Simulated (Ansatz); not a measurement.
# Phonons of TiAl in the B2 ordering, part 2 of 2

The plan: relax TiAl in the B2 ordering, check its phonons, and, if the lattice is stable, compute its Eliashberg function and ρ(T).

Ansatz 0.2.0; DFT PBEsol, scalar-relativistic, plane waves, PAW.

So far. Step 2 (Rough relaxation): The largest force is now zero by symmetry and the largest stress component 0.11 GPa. Step 3 (Relaxing cell and atoms): The largest force is now zero by symmetry and the largest stress component 0.029 GPa, small enough for phonons. The relaxed cell has a = 3.156 Å (conventional setting).

The structure was built from a prototype and need not be the compound's stable phase.

## (4) Lattice stability: q 2×2×2, k 6×6×6

Before any scattering is computed, the phonons show whether the structure is a minimum.

The input, input.yaml:

```yaml
crystal:
  lattice:
    - [3.156187253, 0.0, 0.0]
    - [0.0, 3.156187253, 0.0]
    - [0.0, 0.0, 3.156187253]
  atoms:
    - { symbol: Al, position: [0.0, 0.0, 0.0] }
    - { symbol: Ti, position: [0.5, 0.5, 0.5] }
kpoints:
  mp_grid: { grid: [6, 6, 6] }
hamiltonian:
  xc: pbesol
scf:
  occupations: { method: methfessel_paxton, width: 0.2 }
output:
  eigenvalues: true
phonons:
  method: dfpt
  qmesh: [2, 2, 2]
  temperatures: { t_max: 1000, t_step: 50 }
  qpath:
    path:
      - [[0.0, 0.0, 0.0], [0.0, 0.5, 0.0], [0.5, 0.5, 0.0], [0.0, 0.0, 0.0], [0.5, 0.5, 0.5], [0.0, 0.5, 0.0]]
      - [[0.5, 0.5, 0.5], [0.5, 0.5, 0.0]]
    npoints: 10
```

On the command line:

```sh
ansatz run input.yaml --threads 4 --pin off --max-ram 8192MiB --backend cpu --events-out ev --progress --plain --runs-dir out
```

Numbers of over 12 decimals in the logs are rounded to 6 here.

What it wrote:

```text
[...]
Crystal: 2 atoms, lattice volume = 31.440 Å³
Basis set: ecut = 420 eV, 619 PW (Γ), exchange–correlation on 48×48×48 points (8 copies of the dense FFT grid, shifted against one another)
Bands: 12, of which v1, the nominal top of the filled ones, is band 8 counted from 1 (7 counted from 0)
Symmetry: 48 space group operations
k-points: 20 of 216
[...]
SCF iter   1: F=—  HF=-2998.991013 eV  |F-HF|=—  |Δ(HF+E_count)|=         —  Δρ=6.20e-3  dr2=1.67e-2  ethr=1.77e-3  ⟨swp⟩=5.0  Hψ=1227  notcnv=0
[...]
SCF iter   7: F=-2998.986027 eV  HF=-2998.986027 eV  |F-HF|=9.09e-13  |Δ(HF+E_count)|=  5.46e-12  S|Δr|=    0.00e0  Δρ=1.06e-8  dr2=2.48e-14  ethr=1.00e-12  ⟨swp⟩=4.3  Hψ=763  notcnv=0
SCF 1 converged in 7 iterations: F = -2998.986027 eV  dr2 = 2.48e-14
[...]
phonons: the bands overlap, so this run is a metal and interpolates without the dipole-dipole term. If the crystal is really an insulator or semiconductor, its LO-TO splitting is missing
NSCF: frozen V_eff on 20 k-points
[...]
DFPT response loops at q = (0, 0, 0) (fractional): preconditioner auto → Kerker (q_TF=auto, 2.412 Å⁻¹) (partly filled bands, converged f_vac=0.000); β = 1.00, the filter's whole step (`scf.mixing.beta` (0.50) is not read by the response loops under this deck's `scf.mixing.preconditioner`; to damp them name `kerker` or `kerker_dos`, under which they read `scf.mixing.beta`, and type it under 1.00, their step now; both keys bind the ground state too); Broyden in place of MSR1
[...]
SCF converged after 7 iterations
Stability not checked: this state was not tested for a lower state beside it, because cold or Methfessel-Paxton smearing, or corrected tetrahedra, fill the levels in a way that the test cannot read (fill_not_monotonic; see scf.lower_state_search)
Free energy (F): -2998.986027 eV
[...]
Internal energy: -2998.983817 eV  (E = F + TS)
E sigma→0 (E₀):  -2998.985475 eV
Entropy (-TS):   -0.002210 eV (-1.105 meV/atom)
Fermi energy:    11.655696 eV
[...]
--- Band table (eV; the first three rows and the last of 20) ---
  k-point 0: bands = [... 4 lower, 2.2849, 10.1603, 10.1603, 13.4972, 13.4972, 13.4972, 16.1514, 16.1514]
  k-point 1: bands = [... 4 lower, 2.7327, 9.8496, 10.3578, 12.8806, 12.8806, 13.5494, 14.9332, 17.0966]
  k-point 2: bands = [... 4 lower, 4.0051, 8.2849, 10.8126, 12.0926, 12.0926, 13.6567, 14.4906, 18.7991]
  k-point 19: bands = [... 4 lower, 8.4802, 8.4802, 8.4802, 12.4047, 14.5662, 14.5662, 14.6049, 14.6049]
--- Phonons (Γ-DFPT): 2 representative perturbations + reference (Σ response iterations 6) ---
  ASR residual: 9.001e-6 → 0.000e0 eV/Å²; symmetrization residual: 1.161e-6 eV/Å²
  ASR residual per site (eV/Å²): 9.00e-6 3.51e-6
  Γ frequencies (cm⁻¹): 0.00 0.00 0.00 321.97 321.97 321.97
--- Phonons (arbitrary-q DFPT): 4 irreducible q on the 2×2×2 mesh ---
  q = [0.0000, 0.0000, 0.0000] (star 1, of the zone-centre solve; hermiticity 3.53e-7, symmetrization 7.13e-13): -0.00 -0.00 0.00 321.97 321.97 321.97
  q = [0.0000, 0.0000, -0.5000] (star 3, 4 solved perturbations in 208 linear systems a pass and spin channel, the states on 64 of 216 k-point pairs; hermiticity 3.34e-14, symmetrization 1.25e-12): 206.90 206.90 229.24 261.11 261.11 268.42
[...]
q = [-0.5000, -0.5000, -0.5000] (star 1, 2 solved perturbations on 40 of 216 k-point pairs; hermiticity 1.33e-13, symmetrization 3.39e-12): 179.07 179.07 179.07 238.67 238.67 238.67
  sum rule: each row above includes the acoustic sum rule's correction from the zone centre's row sums; it moved no ω² by more than (0.30 cm⁻¹)²
  mesh force constants: q→R imaginary residual 3.75e-17; ASR residual 9.001e-6 → 0.000e0 eV/Å²; symmetrization residual 6.217e-15 eV/Å²
  interpolated dispersion: 62 rows × 6 modes
  density of states and harmonic sums: on the 20×20×20 q-mesh, interpolated from the force constants of a 2×2×2 supercell (no non-analytic term)
  largest difference from the sums on the solved wave vectors: F 1.77e-1 eV, S 2.34e-4 and C_V 6.87e-5 eV/K
  zero-point energy: 0.077826 eV/cell   skipped modes (ω ≤ 0): 138, of them read as no rigid motion or as one in doubt: 135 (4.583e-1 modes/cell left out, lowest -127.20 cm⁻¹)   left out of the sums: 7.64e-2 of the cell's modes: C_V's classical limit lies that fraction below 3 k_B per atom; for a crystal, a wire or a layer, F and S can be off by more, and a phonons.interpolated_qmesh denser along its periods is the remedy for the sampling
```

The job ended after 4 s (4 threads of Intel Xeon 6975P-C (Granite Rapids), shared host; peak memory 0.5 GiB).

The column dr2 measures how far the density is from self-consistency, as an energy; F and HF (Harris–Foulkes) agree once it is small.

Numbers from this step:

```yaml
share_of_imaginary_modes_in_the_plain_interpolation_between_solved_wavevectors: 0.0761
highest_frequency_solved_or_plainly_interpolated: 347.2 cm⁻¹
```

Solved on the 2×2×2 mesh alone; all other wavevectors are interpolated. Phonon branches along the path, in cm⁻¹:

| point | branch 1 | branch 2 | branch 3 | branch 4 | branch 5 | branch 6 |
| --- | --- | --- | --- | --- | --- | --- |
| Γ | 0 | 0 | 0 | 322 | 322 | 322 |
| halfway | 126 | 126 | 141 | 302 | 302 | 307 |
| X | 207 | 207 | 229 | 261 | 261 | 268 |
| halfway | 74 | 90 | 214 | 273 | 323 | 323 |
| M | -127 | -127 | 221 | 284 | 347 | 347 |
| halfway | -62 | 168 | 198 | 268 | 292 | 339 |
| Γ | 0 | 0 | 0 | 322 | 322 | 322 |
| halfway | 108 | 108 | 150 | 295 | 313 | 313 |
| R | 179 | 179 | 179 | 239 | 239 | 239 |
| halfway | 66 | 72 | 197 | 264 | 320 | 320 |
| X | 207 | 207 | 229 | 261 | 261 | 268 |
| jump to R | 179 | 179 | 179 | 239 | 239 | 239 |
| halfway | -25 | -25 | 201 | 262 | 312 | 312 |
| M | -127 | -127 | 221 | 284 | 347 | 347 |

The phonon branches as a text plot (rows in cm⁻¹):

```
    337 |           ************                              ***
    318 |***       *      *    *************       ****      *
    298 |   ***   *        ******   *   *** *     *    *    *
    278 |     **** ********** *      ***   *     *      ** *  ***
    258 |      ****          *              **  * ******** ***
    238 |       *                             ****       **
    219 |      * *********                                    ***
    199 |      ***        *****      ***           *******  **
    179 |     *                              ******    *  **
    159 |    **   *        *** *        *   *   *      *  *
    140 |   **     *          *     *      * *        *
    120 |   *      *                     **      *    *    *
    100 |                 *    **      **** *     *  *
     80 |  *                    *  * **    *      ***       *
     61 | *                      *  *              **
     41 |                        *
     21 |*                         *
      1 |                       ***
    -18 |           *          *                             *
    -38 |           *         *
    -58 |                *   *
    -78 |            *     **
    -98 |            *    *                                   *
   -117 |             ****                                     **
         Γ      X      M          Γ            R        X|R     M
```

Lowest modes at the softest wavevector of the mesh. The modes at q = (0.000, 0.500, 0.500) (shares of kinetic energy by element, %) (negative means imaginary):

| mode | frequency (cm⁻¹) | Al % | Ti % |
| --- | --- | --- | --- |
| 1 | -127.2 | 35 | 65 |
| 2 | -127.2 | 35 | 65 |
| 3 | 221.2 | 0 | 100 |
| 4 | 284.1 | 100 | 0 |
| 5 | 347.2 | 65 | 35 |
| 6 | 347.2 | 65 | 35 |

Displacements in mode 1 (-127.2 cm⁻¹), the largest set to 1, in the home cell:
```
Al1  0.00 -0.01 -0.98
Ti2  0.00 -1.00 -0.01
```

Displacements in mode 6 (347.2 cm⁻¹), the largest set to 1, in the home cell:
```
Al1  0.00  0.03  1.00
Ti2  0.00 -0.55 -0.01
```

Among the solved wavevectors the lowest mode, translations apart, is -127 cm⁻¹, imaginary.

## (5) Phonons by linear response: q 2×2×2, k 8×8×8

An imaginary mode on so few k-points may come from the sampling, so the phonons are repeated with another k mesh.

Changes to input.yaml since step 4:

```diff
@@ -9,3 +9,3 @@
 kpoints:
-  mp_grid: { grid: [6, 6, 6] }
+  mp_grid: { grid: [8, 8, 8] }
 hamiltonian:
```

The mesh is denser.

What it wrote:

```text
[...]
Crystal: 2 atoms, lattice volume = 31.440 Å³
Basis set: ecut = 420 eV, 619 PW (Γ), exchange–correlation on 48×48×48 points (8 copies of the dense FFT grid, shifted against one another)
Bands: 12, of which v1, the nominal top of the filled ones, is band 8 counted from 1 (7 counted from 0)
Symmetry: 48 space group operations
k-points: 35 of 512
[...]
SCF iter   1: F=—  HF=-2998.985138 eV  |F-HF|=—  |Δ(HF+E_count)|=         —  Δρ=5.22e-3  dr2=1.25e-2  ethr=1.77e-3  ⟨swp⟩=5.0  Hψ=2153  notcnv=0
[...]
SCF iter   7: F=-2998.981320 eV  HF=-2998.981320 eV  |F-HF|=9.09e-13  |Δ(HF+E_count)|=  1.00e-11  S|Δr|=    0.00e0  Δρ=2.41e-8  dr2=1.12e-13  ethr=1.00e-12  ⟨swp⟩=4.9  Hψ=1490  notcnv=0
SCF 1 converged in 7 iterations: F = -2998.981320 eV  dr2 = 1.12e-13
[...]
SCF converged after 7 iterations
[...]
Free energy (F): -2998.981320 eV
[...]
Internal energy: -2998.975675 eV  (E = F + TS)
E sigma→0 (E₀):  -2998.979909 eV
Entropy (-TS):   -0.005645 eV (-2.823 meV/atom)
Fermi energy:    11.639020 eV
[...]
--- Band table (eV; the first three rows and the last of 35) ---
  k-point 0: bands = [... 4 lower, 2.2868, 10.1511, 10.1511, 13.4829, 13.4829, 13.4829, 16.1543, 16.1543]
  k-point 1: bands = [... 4 lower, 2.5402, 10.0047, 10.2645, 13.0903, 13.0903, 13.5133, 15.3023, 16.7304]
  k-point 2: bands = [... 4 lower, 3.2777, 9.2345, 10.5634, 12.4344, 12.4344, 13.5881, 14.4902, 17.9601]
  k-point 34: bands = [... 4 lower, 8.4772, 8.4772, 8.4772, 12.4125, 14.5497, 14.5497, 14.6025, 14.6025]
[...]
ASR residual: 1.520e-5 → 0.000e0 eV/Å²; symmetrization residual: 1.450e-6 eV/Å²
  ASR residual per site (eV/Å²): 1.52e-5 4.60e-6
  Γ frequencies (cm⁻¹): 0.00 0.00 0.00 323.32 323.32 323.32
--- Phonons (arbitrary-q DFPT): 4 irreducible q on the 2×2×2 mesh ---
[...]
interpolated dispersion: 62 rows × 6 modes
[...]
```

Run time: 6.4 s. Hardware: 4 threads; peak memory 0.59 GiB; 22 s of CPU time.

This step gave:

```yaml
share_of_imaginary_modes_in_the_plain_interpolation_between_solved_wavevectors: 0.0598
highest_frequency_solved_or_plainly_interpolated: 343 cm⁻¹
```

Solved on the 2×2×2 mesh alone; all other wavevectors are interpolated. The phonon branches at the labelled points (cm⁻¹):

| point | branch 1 | branch 2 | branch 3 | branch 4 | branch 5 | branch 6 |
| --- | --- | --- | --- | --- | --- | --- |
| Γ | 0 | 0 | 0 | 323 | 323 | 323 |
| halfway | 129 | 129 | 135 | 305 | 305 | 305 |
| X | 209 | 209 | 225 | 260 | 266 | 266 |
| halfway | 82 | 97 | 214 | 275 | 318 | 321 |
| M | -117 | -117 | 219 | 284 | 343 | 343 |
| halfway | -57 | 170 | 200 | 264 | 294 | 337 |
| Γ | 0 | 0 | 0 | 323 | 323 | 323 |
| halfway | 115 | 115 | 159 | 294 | 314 | 314 |
| R | 200 | 200 | 200 | 254 | 254 | 254 |
| halfway | 89 | 91 | 204 | 267 | 318 | 321 |
| X | 209 | 209 | 225 | 260 | 266 | 266 |
| jump to R | 200 | 200 | 200 | 254 | 254 | 254 |
| halfway | 70 | 70 | 210 | 270 | 315 | 315 |
| M | -117 | -117 | 219 | 284 | 343 | 343 |

The phonon branches as a text plot (rows in cm⁻¹):

```
    333 |           **************                            ***
    314 |****      *      *    *************       ****      *
    295 |   ***   *        *****    *   *****    **    *   **
    276 |      * **********   *      ***    **  *   *****    ****
    257 |      ***           *               *******    *****
    238 |
    218 |      ***********                              **   ****
    199 |      * *        *****      ***     ************ ***
    180 |     *                             **  *      *
    161 |    *    *        *** *        *  *     *     *
    142 |   *      *          *     *    **           *    *
    123 |   *      *                    *** *     *   *
    103 |                 *    **      *   *       * *      *
     84 |  *                    *    **             *
     65 | *                        *                         *
     46 | *         *            *  *
     27 |*                         *
      8 |                        **
    -12 |           *           *
    -31 |                     **
    -50 |                *   *
    -69 |            *     **
    -88 |                 *                                   *
   -108 |             ****                                     **
         Γ      X      M          Γ            R        X|R     M
```

Lowest modes at the softest wavevector of the mesh. Modes at q = (0.500, 0.500, 0.000), with each element's share of the kinetic energy (negative means imaginary):

| mode | frequency (cm⁻¹) | Al % | Ti % |
| --- | --- | --- | --- |
| 1 | -117.1 | 37 | 63 |
| 2 | -117.1 | 37 | 63 |
| 3 | 219.2 | 0 | 100 |
| 4 | 284.4 | 100 | 0 |
| 5 | 343.0 | 63 | 37 |
| 6 | 343.0 | 63 | 37 |

Displacements in mode 1 (-117.1 cm⁻¹), the largest set to 1, in the home cell:
```
Al1 -1.00  0.00  0.00
Ti2  0.00 -0.98  0.00
```

Displacements in mode 5 (343.0 cm⁻¹), the largest set to 1, in the home cell:
```
Al1  1.00  0.00  0.00
Ti2  0.00 -0.58  0.00
```

The modes has structure finer than the step of the table below, so its rows give means over 10 cm⁻¹, whole bins alone (the curve runs from -126 to 363 cm⁻¹). Peaks (cm⁻¹: height): Al 101.7: 0.00632, 277.0: 0.0421, 323.2: 0.0335; Ti 101.7: 0.0122, 206.3: 0.0331, 326.3: 0.0188.

Phonopy on the run's constants, 17x17x17 mesh, Gaussian sigma 3.5 cm⁻¹. Table of modes by wavenumber; means over each step; values in 1/cm⁻¹/cell:

| wavenumber (cm⁻¹) | Al | Ti |
| --- | --- | --- |
| -120 | 1.3e-4 | 2.2e-4 |
| -110 | 7.6e-4 | 0.00128 |
| -100 | 9.9e-4 | 0.00167 |
| -90 | 0.00169 | 0.00285 |
| -80 | 0.00114 | 0.00192 |
| -70 | 0.00157 | 0.00263 |
| -60 | 0.00154 | 0.00264 |
| -50 | 0.00147 | 0.00249 |
| -40 | 0.00152 | 0.00258 |
| -30 | 0.00126 | 0.00217 |
| -20 | 8.2e-4 | 0.00140 |
| -10 | 3.3e-4 | 5.9e-4 |
| 0 | 2.4e-4 | 4.1e-4 |
| 10 | 3.7e-4 | 6.1e-4 |
| 20 | 6.5e-4 | 0.00109 |
| 30 | 0.00145 | 0.00249 |
| 40 | 0.00190 | 0.00326 |
| 50 | 0.00262 | 0.00456 |
| 60 | 0.00387 | 0.00685 |
| 70 | 0.00416 | 0.00746 |
| 80 | 0.00437 | 0.00789 |
| 90 | 0.00379 | 0.00697 |
| 100 | 0.00531 | 0.0102 |
| 110 | 0.00444 | 0.00868 |
| 120 | 0.00374 | 0.00750 |
| 130 | 0.00331 | 0.00698 |
| 140 | 0.00366 | 0.00820 |
| 150 | 0.00364 | 0.00867 |
| 160 | 0.00307 | 0.00807 |
| 170 | 0.00348 | 0.0106 |
| 180 | 0.00319 | 0.0117 |
| 190 | 0.00301 | 0.0160 |
| 200 | 0.00232 | 0.0272 |
| 210 | 9.3e-4 | 0.0274 |
| 220 | 1.1e-4 | 0.00787 |
| 230 | 1.4e-6 | 1.4e-4 |
| 240 | 9.0e-7 | 0 |
| 250 | 6.2e-4 | 1.5e-5 |
| 260 | 0.0126 | 4.4e-4 |
| 270 | 0.0326 | 0.00258 |
| 280 | 0.0375 | 0.00539 |
| 290 | 0.0241 | 0.00727 |
| 300 | 0.0205 | 0.00880 |
| 310 | 0.0252 | 0.0126 |
| 320 | 0.0319 | 0.0174 |
| 330 | 0.0271 | 0.0157 |
| 340 | 0.0104 | 0.00623 |
| 350 | 6.1e-4 | 3.7e-4 |

No LO-TO term; unit eigenvectors of the mass-weighted matrix. The modes at Γ (shares of kinetic energy by element, %):

| mode | frequency (cm⁻¹) | symmetry | Al % | Ti % |
| --- | --- | --- | --- | --- |
| 1 | 0.0 | T1u | 36 | 64 |
| 2 | 0.0 | T1u | 36 | 64 |
| 3 | 0.0 | T1u | 36 | 64 |
| 4 | 323.3 | T1u | 64 | 36 |
| 5 | 323.3 | T1u | 64 | 36 |
| 6 | 323.3 | T1u | 64 | 36 |

Displacements in mode 4 (323.3 cm⁻¹), the largest set to 1:
```
Al1  0.00  0.18  1.00
Ti2  0.00 -0.10 -0.56
```

Among the solved wavevectors the lowest mode, translations apart, is -117 cm⁻¹, imaginary.

## (6) Results

* phonon run of the rows without a label of their own: PBEsol, q 2×2×2, k 8×8×8
* softest mode on the q mesh: -117 cm⁻¹ at q = (0.5, 0.5, 0)
* highest frequency, solved or plainly interpolated: 343 cm⁻¹

What this shows: The lattice is dynamically unstable at this level: a mode at q = (0.5, 0.5, 0) is imaginary, 117i cm⁻¹, so no harmonic coupling constant or resistivity is defined for this structure. These meshes are coarse, and single modes of a metal can move by tens of cm⁻¹ with the k mesh. The phonon runs are not spin-polarised. The structure was built by hand as an ordered model, and its stability against other phases was not tested.

[Logs are printed without paths, hosts, clocks, repeated set-up lines and the standing remarks that a program may print on its own settings, such as how far it seeks lower states.]

[Hosts, paths, dates, database ids (printed as entryN), source tags and the programs' standing remarks are cut or masked in the printed files.]
